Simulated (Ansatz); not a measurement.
## Be5Ge2, from a guessed structure to a relaxed one

This structure for Be5Ge2 is made up. Its elements were placed in a known structure type with a cell scaled to their sizes. What cell does the guess relax to, and how far off was it?

Main program and level: Ansatz 0.2.0; DFT, r2SCAN, plane-wave PAW, files of the set soft_1, scalar-relativistic, no spin, cell and ions relaxed at zero pressure; PAW set soft_1.

## Step 1: The structure

It takes space group R-3m (No. 166, trigonal). Conventional cell: a = 3.867 Å, b = 3.867 Å, c = 18.860 Å, α = 90.00°, β = 90.00°, γ = 120.00°. Nearest to Ge lie 8 Be at 2.30 to 2.40 Å. Be has 8 Be at 2.37 to 2.44 Å nearest. Nearest to Be lie 4 Ge at 2.30 to 2.40 Å and 1 Be at 2.44 Å. Nearest to Be lie 4 Ge at 2.34 to 2.36 Å and 3 Be at 2.37 Å. Farther neighbours are not listed.

## Step 2: Relaxing cell and atoms

The guess takes its coordinates from another compound and its volume from a rule, so the cell and any free coordinates are relaxed together.

File input.yaml:

```yaml
crystal:
  lattice:
    - [1.9335, 1.116306745, 6.286666667]
    - [-1.9335, 1.116306745, 6.286666667]
    - [0.0, -2.232613491, 6.286666667]
  atoms:
    - { symbol: Ge, position: [0.74906666, 0.74906666, 0.74906666] }
    - { symbol: Ge, position: [0.25093334, 0.25093334, 0.25093334] }
    - { symbol: Be, position: [0.0, 0.0, 0.0] }
    - { symbol: Be, position: [0.87076666, 0.87076666, 0.87076666] }
    - { symbol: Be, position: [0.374933327, 0.374933327, 0.374933327] }
    - { symbol: Be, position: [0.12923334, 0.12923334, 0.12923334] }
    - { symbol: Be, position: [0.625066673, 0.625066673, 0.625066673] }
kpoints:
  mp_grid: { grid: [8, 8, 8] }
scf:
  occupations: { method: fermi_dirac, width: 0.05 }
hamiltonian:
  xc: r2scan
  pseudopotentials: { kind: paw, azcp: { folder: soft_1 } }
relax:
  f_tol: 0.015
  max_steps: 70
  cell: {}
output:
  forces: true
  stress: true
```

Launch:

```sh
> ansatz run input.yaml --threads 4 --pin off --max-ram 10240MiB --backend cpu --events-out ev --progress --plain --runs-dir out
```

Numbers of over 12 decimals in the logs are rounded to 6 here.

Log:

```text
basis.fft_grid_basis auto: the FFT boxes are laid along the combinations [[1, 0, -1], [0, 1, -1], [0, 0, 1]] of the cell's own vectors, 3.867, 3.867 and 6.671 Å long. The dense box has 30×30×50 points. Along the cell's own vectors, as sized, it would have 50×50×50, 2.78 times as many. Of the 12 symmetry operations that the crystal satisfies within crystal.symmetry.tolerance (time reversal apart; of a slab, those that [...]
Engine: ansatz 0.2.0, x86_64-unknown-linux-gnu
Pseudopotentials: kind: paw
Pseudopotential: Ge, paw, valence charge 14, recommended cutoff 500 eV (meta_gga), soft_1/Ge.paw.azcp
Pseudopotential: Be, paw, valence charge 2, recommended cutoff 500 eV (meta_gga), soft_1/Be.paw.azcp
Functional definition: r2SCAN
  parameter k0 = 0.174
  parameter k1 = 0.065
  parameter a1 = 4.9479
  exchange = r2scan_x(k0 = k0, k1 = k1, a1 = a1)
  correlation = r2scan_c
Crystal: 7 atoms, lattice volume = 81.414 Å³
Basis set: ecut = 500 eV, 2045 PW (Γ), FFT grids on a1−a3, a2−a3, a3, exchange–correlation on 120×120×200 points (64 copies of the dense FFT grid, shifted against one another)
Bands: 26, of which v1, the nominal top of the filled ones, is band 19 counted from 1 (18 counted from 0)
Symmetry: 12 space group operations
Space group: R-3m (ITA 166), of the structure as read, at distance tolerance 4.3e-5 Å
k-points: 65 of 512
Non-local potential: Ge, projectors of the file, l = 0: 2, l = 1: 2, l = 2: 3, l = 3: 1
Non-local potential: Be, projectors of the file, l = 0: 2, l = 1: 2, l = 2: 1
PAW form: soft (Blöchl's): semilocal exchange-correlation on the pseudo side does not see the compensation charge
PAW frozen core: Ge, regenerated for the run's functional (the file was generated under x = pbe(κ = 0.804, μ = 0.219515), c = pbe(β = 0.066725))
PAW frozen core: Be, regenerated for the run's functional (the file was generated under x = pbe(κ = 0.804, μ = 0.219515), c = pbe(β = 0.066725))
PAW one-centre angular grid: Ge, 590 points (default); XC on 160 Gauss nodes
PAW one-centre angular grid: Be, 302 points (default); XC on 224 Gauss nodes
Initial density: superposition of atomic densities (chi_scale 0.1, normalization cell, long waves kept (reshape's long-wave potential 0.02 eV rms))
Initial wavefunctions: pseudopotential atomic-orbital guess
Functional: x = r2scan, c = r2scan; τ floored in thin density (d = 2e-4 eV/Å³)
iter 1 solved again at ethr=2.55e-3 eV; its pass at ethr=3.10e-3 eV (dr2=9.67e-1 eV) is discarded
SCF iter   1: F=—  HF=-9068.463195 eV  |F-HF|=—  |Δ(HF+E_count)|=         —  Δρ=2.90e-2  dr2=9.80e-1  dr2_τ=9.01e-2  ethr=2.55e-3  ⟨swp⟩=1.1  Hψ=10987  notcnv=0
preconditioner: auto → Kerker (q_TF=auto, 2.403 Å⁻¹)  [metal: Δε(μ)=0.042 eV  Ē_g=18.902 eV  σ=0.050 eV  W_gap=0.21  n_scr=22 (ndim 8)  ℏωp=25.4 eV  f_vac=0.000  D(μ)=2.80/eV (n_scr^D=22)]
SCF iter   2: F=—  HF=-9068.539699 eV  |F-HF|=—  |Δ(HF+E_count)|=   7.65e-2  Δρ=1.85e-2  dr2=4.42e-1  dr2_τ=1.81e-3  ethr=2.55e-3  ⟨swp⟩=2.0  Hψ=2085  notcnv=0
SCF iter   3: F=—  HF=-9068.571593 eV  |F-HF|=—  |Δ(HF+E_count)|=   3.19e-2  Δρ=3.18e-3  dr2=1.60e-2  dr2_τ=6.87e-5  ethr=1.16e-3  ⟨swp⟩=2.2  Hψ=2429  notcnv=0
SCF iter   4: F=—  HF=-9068.572782 eV  |F-HF|=—  |Δ(HF+E_count)|=   1.19e-3  Δρ=1.73e-3  dr2=5.28e-3  dr2_τ=1.75e-5  ethr=4.21e-5  ⟨swp⟩=2.0  Hψ=3509  notcnv=0  defer=23
SCF iter   5: F=—  HF=-9068.572205 eV  |F-HF|=—  |Δ(HF+E_count)|=   5.77e-4  Δρ=5.09e-4  dr2=4.91e-4  dr2_τ=7.96e-6  ethr=1.39e-5  ⟨swp⟩=2.0  Hψ=3316  notcnv=0  defer=23
SCF iter   6: F=—  HF=-9068.572094 eV  |F-HF|=—  |Δ(HF+E_count)|=   1.11e-4  Δρ=2.40e-4  dr2=4.15e-5  dr2_τ=7.13e-7  ethr=1.29e-6  ⟨swp⟩=2.0  Hψ=2909  notcnv=0  defer=23
SCF iter   7: F=—  HF=-9068.572113 eV  |F-HF|=—  |Δ(HF+E_count)|=   1.85e-5  Δρ=4.35e-5  dr2=1.71e-6  dr2_τ=3.49e-8  ethr=1.09e-7  ⟨swp⟩=2.0  Hψ=2907  notcnv=0  defer=23
SCF iter   8: F=—  HF=-9068.572113 eV  |F-HF|=—  |Δ(HF+E_count)|=   8.81e-7  Δρ=1.07e-5  dr2=1.04e-7  dr2_τ=1.25e-9  ethr=4.50e-9  ⟨swp⟩=2.0  Hψ=2278  notcnv=0  defer=23
SCF iter   9: F=-9068.572113 eV  HF=-9068.572113 eV  |F-HF|=4.55e-10  |Δ(HF+E_count)|=   9.36e-9  Δρ=1.72e-6  dr2=2.50e-9  dr2_τ=1.44e-11  ethr=2.63e-10  ⟨swp⟩=4.0  Hψ=5063  notcnv=0
SCF 1 converged in 9 iterations: F = -9068.572113 eV  dr2 = 2.50e-9
  greatest PAW one-centre occupation: 0.998 electrons in one spin orbital (limit 2), on the Ge atom at site 1 (counted from 0), in its partial waves of l = 2
relax step   1: F+E_penalty+E_count = -9068.57211348 eV  Δ(F+E_penalty+E_count) = +0.000e0 eV  max|allowed force component| = 3.533e-1 eV/Å  Δτ_max = 0.0000 Å  P = +1.938 GPa  Ω = 81.414 Å³  (9 SCF iters, dr2 threshold 1.00e-7 eV, accepted)
Crystal: 7 atoms, lattice volume = 82.692 Å³
Basis set: ecut = 500 eV, 2123 PW (Γ), FFT grids on a1−a3, a2−a3, a3, exchange–correlation on 120×120×200 points (64 copies of the dense FFT grid, shifted against one another)
Initial density: handed on by an earlier stage of this run
Initial wavefunctions: those handed on with the density
iter 1 solved again at ethr=1.58e-5 eV; its pass at ethr=3.10e-3 eV (dr2=6.02e-3 eV) is discarded
SCF iter   1: F=—  HF=-9068.597158 eV  |F-HF|=—  |Δ(HF+E_count)|=         —  Δρ=3.10e-3  dr2=6.00e-3  dr2_τ=3.45e-3  ethr=1.58e-5  ⟨swp⟩=1.8  Hψ=9146  notcnv=0
preconditioner: auto → Kerker (q_TF=auto, 2.397 Å⁻¹)  [metal: Δε(μ)=0.023 eV  Ē_g=8.931 eV  σ=0.050 eV  W_gap=0.11  n_scr=22 (ndim 8)  ℏωp=17.3 eV  f_vac=0.000  D(μ)=3.26/eV (n_scr^D=28)]
SCF iter   2: F=—  HF=-9068.600842 eV  |F-HF|=—  |Δ(HF+E_count)|=   3.68e-3  Δρ=1.74e-3  dr2=2.71e-3  dr2_τ=7.80e-6  ethr=1.58e-5  ⟨swp⟩=2.2  Hψ=2097  notcnv=0
SCF iter   3: F=—  HF=-9068.600625 eV  |F-HF|=—  |Δ(HF+E_count)|=   2.17e-4  Δρ=3.06e-4  dr2=5.14e-5  dr2_τ=1.98e-6  ethr=7.12e-6  ⟨swp⟩=2.6  Hψ=2615  notcnv=0
SCF iter   4: F=—  HF=-9068.600618 eV  |F-HF|=—  |Δ(HF+E_count)|=   6.89e-6  Δρ=1.13e-4  dr2=1.29e-5  dr2_τ=1.57e-7  ethr=1.35e-7  ⟨swp⟩=2.0  Hψ=2906  notcnv=0
SCF iter   5: F=—  HF=-9068.600614 eV  |F-HF|=—  |Δ(HF+E_count)|=   3.77e-6  Δρ=5.10e-5  dr2=4.74e-6  dr2_τ=3.29e-8  ethr=3.39e-8  ⟨swp⟩=2.5  Hψ=2839  notcnv=0
SCF iter   6: F=—  HF=-9068.600614 eV  |F-HF|=—  |Δ(HF+E_count)|=   1.73e-7  Δρ=2.24e-5  dr2=8.03e-7  dr2_τ=2.59e-9  ethr=1.25e-8  ⟨swp⟩=3.0  Hψ=3020  notcnv=0
SCF iter   7: F=-9068.600614 eV  HF=-9068.600614 eV  |F-HF|=5.43e-9  |Δ(HF+E_count)|=   3.13e-8  Δρ=5.26e-6  dr2=2.52e-8  dr2_τ=9.20e-10  ethr=1.84e-9  ⟨swp⟩=4.0  Hψ=4911  notcnv=0
SCF 2 converged in 7 iterations: F = -9068.600614 eV  dr2 = 2.52e-8
[...]
[... from here on, the SCF cycles and remarks between the steps are left out ...]
relax step   4: F+E_penalty+E_count = -9068.69823947 eV  Δ(F+E_penalty+E_count) = -6.578e-2 eV  max|allowed force component| = 3.012e-1 eV/Å  Δτ_max = 0.0429 Å  P = -1.033 GPa  Ω = 84.071 Å³  energy of the carried Pulay correction = -2.312e-4 eV  (7 SCF iters, dr2 threshold 7.00e-7 eV, accepted)
relax step   5: F+E_penalty+E_count = -9068.79584014 eV  Δ(F+E_penalty+E_count) = -9.760e-2 eV  max|allowed force component| = 4.362e-1 eV/Å  Δτ_max = 0.0553 Å  P = -1.543 GPa  Ω = 84.539 Å³  energy of the carried Pulay correction = -2.711e-4 eV  (7 SCF iters, dr2 threshold 7.00e-7 eV, accepted)
relax step   6: F+E_penalty+E_count = -9068.93254231 eV  Δ(F+E_penalty+E_count) = -1.367e-1 eV  max|allowed force component| = 5.437e-1 eV/Å  Δτ_max = 0.0576 Å  P = -2.125 GPa  Ω = 84.698 Å³  energy of the carried Pulay correction = -2.847e-4 eV  (7 SCF iters, dr2 threshold 7.00e-7 eV, accepted)
relax step   7: F+E_penalty+E_count = -9069.28087853 eV  Δ(F+E_penalty+E_count) = -3.483e-1 eV  max|allowed force component| = 3.688e-1 eV/Å  Δτ_max = 0.1950 Å  P = +0.362 GPa  Ω = 82.904 Å³  energy of the carried Pulay correction = -1.305e-4 eV  (7 SCF iters, dr2 threshold 7.00e-7 eV, accepted)
relax step   8: F+E_penalty+E_count = -9069.29572867 eV  Δ(F+E_penalty+E_count) = -1.485e-2 eV  max|allowed force component| = 5.073e-1 eV/Å  Δτ_max = 0.1188 Å  P = +0.789 GPa  Ω = 83.696 Å³  energy of the carried Pulay correction = -1.991e-4 eV  (7 SCF iters, dr2 threshold 7.00e-7 eV, accepted)
relax step   9: F+E_penalty+E_count = -9069.31580370 eV  Δ(F+E_penalty+E_count) = -2.008e-2 eV  max|allowed force component| = 1.949e-1 eV/Å  Δτ_max = 0.0668 Å  P = +0.744 GPa  Ω = 83.578 Å³  energy of the carried Pulay correction = -1.889e-4 eV  (7 SCF iters, dr2 threshold 7.00e-7 eV, accepted)
relax step  10: F+E_penalty+E_count = -9069.32512078 eV  Δ(F+E_penalty+E_count) = -9.317e-3 eV  max|allowed force component| = 1.377e-2 eV/Å  Δτ_max = 0.0315 Å  P = -0.001 GPa  Ω = 84.200 Å³  energy of the carried Pulay correction = -2.422e-4 eV  (6 SCF iters, dr2 threshold 7.00e-7 eV, accepted)
relax step  11: F+E_penalty+E_count = -9069.32533642 eV  Δ(F+E_penalty+E_count) = -2.156e-4 eV  max|allowed force component| = 1.156e-2 eV/Å  Δτ_max = 0.0054 Å  P = +0.028 GPa  Ω = 84.257 Å³  energy of the carried Pulay correction = -2.471e-4 eV  (6 SCF iters, dr2 threshold 5.47e-8 eV, accepted)
Basis set: ecut = 500 eV, 2157 PW (Γ), FFT grids on a1−a3, a2−a3, a3, exchange–correlation on 108×108×240 points (64 copies of the dense FFT grid, shifted against one another)
Initial wavefunctions: pseudopotential atomic-orbital guess (no wavefunctions were taken with the density)
iter 1 solved again at ethr=2.42e-6 eV; its pass at ethr=3.10e-3 eV (dr2=9.18e-4 eV) is discarded
SCF iter   1: F=—  HF=-9069.325845 eV  |F-HF|=—  |Δ(HF+E_count)|=         —  Δρ=1.06e-4  dr2=7.64e-7  dr2_τ=1.78e-6  ethr=2.42e-6  ⟨swp⟩=2.4  Hψ=12518  notcnv=0
eigensolver tolerance schedule: the retry pair's looser diagonalisation over-reported the residual by 1200.24 of it (diagonalisation noise at 14.65 of the residual, at the tolerance the schedule requests for it); recorded, not acted on — ethr = c·dr2/N_el stays at c = 1.0e-1
preconditioner: auto → Kerker (q_TF=auto, 2.389 Å⁻¹)  [metal: Δε(μ)=0.019 eV  Ē_g=8.848 eV  σ=0.050 eV  W_gap=0.09  n_scr=22 (ndim 8)  ℏωp=17.2 eV  f_vac=0.000  D(μ)=1.81/eV (n_scr^D=4)]
SCF iter   2: F=—  HF=-9069.325871 eV  |F-HF|=—  |Δ(HF+E_count)|=   2.59e-5  Δρ=5.78e-5  dr2=3.29e-7  dr2_τ=1.52e-7  ethr=2.01e-9  ⟨swp⟩=2.5  Hψ=2993  notcnv=0
SCF iter   3: F=—  HF=-9069.325878 eV  |F-HF|=—  |Δ(HF+E_count)|=   7.76e-6  Δρ=1.68e-5  dr2=3.50e-8  dr2_τ=1.14e-8  ethr=8.65e-10  ⟨swp⟩=2.2  Hψ=2427  notcnv=0
SCF iter   4: F=—  HF=-9069.325879 eV  |F-HF|=—  |Δ(HF+E_count)|=   6.09e-7  Δρ=2.23e-6  dr2=2.67e-9  dr2_τ=1.65e-10  ethr=9.20e-11  ⟨swp⟩=2.0  Hψ=2924  notcnv=0
SCF iter   5: F=—  HF=-9069.325879 eV  |F-HF|=—  |Δ(HF+E_count)|=   1.13e-8  Δρ=5.96e-7  dr2=3.66e-10  dr2_τ=3.43e-12  ethr=7.03e-12  ⟨swp⟩=3.0  Hψ=3081  notcnv=0
SCF iter   6: F=-9069.325879 eV  HF=-9069.325879 eV  |F-HF|=4.18e-11  |Δ(HF+E_count)|=  6.20e-10  Δρ=1.85e-7  dr2=3.23e-11  dr2_τ=2.65e-13  ethr=1.00e-12  ⟨swp⟩=5.0  Hψ=5439  notcnv=0
SCF 12 converged in 6 iterations: F = -9069.325879 eV  dr2 = 3.23e-11
relax step  12: F+E_penalty+E_count = -9069.32587906 eV  Δ(F+E_penalty+E_count) = -5.426e-4 eV  max|allowed force component| = 1.150e-2 eV/Å  Δτ_max = 0.0000 Å  P = +0.030 GPa  Ω = 84.257 Å³  stress off target by 3.16e-2 GPa  SCF on the basis re-selected at this cell (its energy is not comparable with the rows above)  (6 SCF iters)
basis re-selected at this cell: Δ(F+E_penalty+E_count) = -5.426e-4 eV, ΔP = +0.003 GPa vs the last step (what re-selecting the basis moved, of the pressure what is left beyond the Pulay correction that the steps carried, after the strain that the cell walked since its last selection, with what the two solves' SCF thresholds leave and, on support functions, any second-order correction that the steps lacked; it is no measure of the basis error at this ecutwfc). The dense FFT grid was sized anew with the basis: this SCF ran on 27×27×60 points, the steps before it on 30×30×50, so part of this shift can come from that change (see relax.cell in the input reference). [rest of the remark cut]
SCF converged after 6 iterations
Free energy (F): -9069.325879 eV
Harris-Foulkes:  -9069.325879 eV  (|F-HF|=4.18e-11)
Internal energy: -9069.311262 eV  (E = F + TS)
E sigma→0 (E₀):  -9069.318571 eV
Entropy (-TS):   -0.014617 eV (-2.088 meV/atom)
Fermi energy:    8.532956 eV
--- Per-component energies (eV) ---
  E_band       = -280.240164
  E_kinetic    = 285.044257
  E_local      = -4645.751420  (includes V_loc(G=0)·N_el)
  E_nonlocal   = 455.485020
  E_hartree    = 2235.507118
  E_xc         = -226.625805
  E_vxc        = -245.106799  (∫ρ·V_xc dr)
  E_paw        = -4354.562759  (= ΣΔE_a)
  E_vpaw       = -612.737951  (= ΣTr[D̂ρ^β])
  E_aug_tail   = -0.000004  (compensation charges beyond the density's cutoff)
  E_vtau       = 11.812481  (kinetic-family band-sum trace: ∫τ·v_τ [+ j·A + Jᵃ·Aᵃ] dr)
  E_ewald      = -2816.176013
  E_core_change = -2.231657  (= ΣΔE_core)
  E_smearing   = -0.014617  (= −TS)
  E_closure    = -0.000000  (closes the sum)
  Σ components = -9069.325879   (vs F -9069.325879, Δ=0.00e0)
--- Forces (eV/Å), atoms counted from 1 ---
  atom   1  Ge    -0.00000000    -0.00000000     0.01149789
  atom   2  Ge    -0.00000000     0.00000000    -0.01149789
  atom   3  Be     0.00000000     0.00000000    -0.00000000
  atom   4  Be     0.00000000     0.00000000    -0.00595570
  atom   5  Be     0.00000000     0.00000000    -0.00202625
  atom   6  Be     0.00000000    -0.00000000     0.00595570
  atom   7  Be     0.00000000    -0.00000000     0.00202625
  max |Σ_I F_I| component: 1.39e-17 eV/Å
--- Stress (GPa, compression-positive) ---
        0.031608       0.000000       0.000000
        0.000000       0.031608       0.000000
        0.000000       0.000000       0.027034
  P = ⅓ Tr σ = 0.0301 GPa (0.301 kbar)
--- Relaxed structure (11 steps of the walk, 11 accepted, 1 SCFs on fresh bases) ---
  F+E_penalty+E_count = -9069.32587906 eV   max|allowed force component| = 1.150e-2 eV/Å   (the final SCF, on the basis selected at the relaxed cell)
  cell:  # Å, volume = 84.2572 Å³
    - [1.846733, 1.066212, 7.131950]
    - [-1.846733, 1.066212, 7.131950]
    - [0, -2.132424, 7.131950]
  atoms:
    - { symbol: Ge, position: [0.756546, 0.756546, 0.756546] }
    - { symbol: Ge, position: [0.243454, 0.243454, 0.243454] }
    - { symbol: Be, position: [1.9134911844503023e-19, 1.9134911844503043e-19, 1.913491184554801e-19] }
    - { symbol: Be, position: [0.858167, 0.858167, 0.858167] }
    - { symbol: Be, position: [0.348706, 0.348706, 0.348706] }
    - { symbol: Be, position: [0.141833, 0.141833, 0.141833] }
    - { symbol: Be, position: [0.651294, 0.651294, 0.651294] }
```

It took 16 s on 4 threads of AMD EPYC 9B45 (Zen 5), shared host; peak memory 0.72 GiB; 61 s of CPU time.

Relaxation path:

| step | energy less that of the first step (eV) | largest force component (eV/Å) | pressure (GPa) | volume (Å³) |
| --- | --- | --- | --- | --- |
| 1 | 0.0000 | 0.3533 | 1.94 | 81.41 |
| 2 | -0.0285 | 0.1598 | 0.37 | 82.69 |
| 3 | -0.0603 | 0.1531 | -0.66 | 83.62 |
| 4 | -0.1261 | 0.3012 | -1.03 | 84.07 |
| 5 | -0.2237 | 0.4362 | -1.54 | 84.54 |
| 6 | -0.3604 | 0.5437 | -2.12 | 84.70 |
| 7 | -0.7088 | 0.3688 | 0.36 | 82.90 |
| 8 | -0.7236 | 0.5072 | 0.79 | 83.70 |
| 9 | -0.7437 | 0.1949 | 0.74 | 83.58 |
| 10 | -0.7530 | 0.0138 | 0.00 | 84.20 |
| 11 | -0.7532 | 0.0116 | 0.03 | 84.26 |
| 12* | -0.7538 | 0.0115 | 0.03 | 84.26 |

Relaxation steps marked * repeat the geometry before them on a plane-wave basis chosen anew for their cell, so energy and pressure can jump there.

The run keeps the 12 symmetry operations that it works with, so distortions that break them were not tested.

| cell as run | before | after | change |
| --- | --- | --- | --- |
| a (Å) | 6.671 | 7.444 | +11.6 % |
| b (Å) | 6.671 | 7.444 | +11.6 % |
| c (Å) | 6.671 | 7.444 | +11.6 % |
| α (°) | 33.69 | 28.73 | -14.7 % |
| β (°) | 33.69 | 28.73 | -14.7 % |
| γ (°) | 33.69 | 28.73 | -14.7 % |
| volume (Å³/atom) | 11.63 | 12.04 | +3.5 % |

The atoms that moved most (Å, as changes of fractional coordinates times the final cell):

| atom | dx | dy | dz | length |
| --- | --- | --- | --- | --- |
| Be7 | 0.000 | 0.000 | 0.561 | 0.561 |
| Be5 | 0.000 | 0.000 | -0.561 | 0.561 |
| Be6 | 0.000 | 0.000 | 0.270 | 0.270 |
| Be4 | 0.000 | 0.000 | -0.270 | 0.270 |
| Ge1 | 0.000 | 0.000 | 0.160 | 0.160 |
| Ge2 | 0.000 | 0.000 | -0.160 | 0.160 |

Final coordinates:

```cif
data_structure
_symmetry_space_group_name_H-M 'P 1'
_symmetry_Int_Tables_number 1
_cell_length_a 7.4439
_cell_length_b 7.4439
_cell_length_c 7.4439
_cell_angle_alpha 28.729
_cell_angle_beta 28.729
_cell_angle_gamma 28.729
_cell_volume 84.26
loop_
_atom_site_label
_atom_site_type_symbol
_atom_site_fract_x
_atom_site_fract_y
_atom_site_fract_z
_atom_site_occupancy
Ge1 Ge 0.75655 0.75655 0.75655 1
Ge2 Ge 0.24345 0.24345 0.24345 1
Be3 Be 0.00000 0.00000 0.00000 1
Be4 Be 0.85817 0.85817 0.85817 1
Be5 Be 0.34871 0.34871 0.34871 1
Be6 Be 0.14183 0.14183 0.14183 1
Be7 Be 0.65129 0.65129 0.65129 1
```

Numbers from this step:

```
free energy             : -9069.3259 eV
energy at zero smearing : -9069.3186 eV
smearing term TS        : 0.01462 eV
Fermi energy            : 8.533 eV
electrons               : 38
symmetry operations     : 12
pressure                : 0.03008 GPa
```

Shortest distances by pair of elements, guess and relaxed (not always the same contact):

| pair | guess (Å) | relaxed (Å) |
| --- | --- | --- |
| Be–Be | 2.366 | 2.158 |
| Be–Ge | 2.295 | 2.174 |
| Ge–Ge | 3.827 | 3.693 |

The relaxation ends with a largest force component of 0.011 eV/Å and a pressure of 0.03 GPa.

## Step 3: What came out

| Quantity | Value |
| --- | --- |
| space group, relaxed | R-3m |
| conventional cell | a = 3.693, b = 3.693, c = 21.396 Å; α = 90.0°, β = 90.0°, γ = 120.0° |
| volume per atom | 12.04 Å³ (guess 11.63) |

In words: Be5Ge2 relaxes to R-3m with a = 3.693, b = 3.693 and c = 21.396 Å. The guessed volume was 3 % too small. The space group R-3m was held in the relaxation, so the end point is a stationary structure within it and may be a saddle against distortions or other arrangements. Mesh and cutoff weren't tested. A vector of the cell changed its length by 12 %, more than the volume shows. No dispersion term is used, so weakly bound directions may come out too long. Nothing here tests whether the compound is stable against decomposition.

[Logs are printed without paths, hosts, clocks, repeated set-up lines and the standing remarks that a program may print on its own settings, such as how far it seeks lower states.]

[Hosts, paths, dates, database ids (printed as entryN), source tags and the programs' standing remarks are cut or masked in the printed files.]
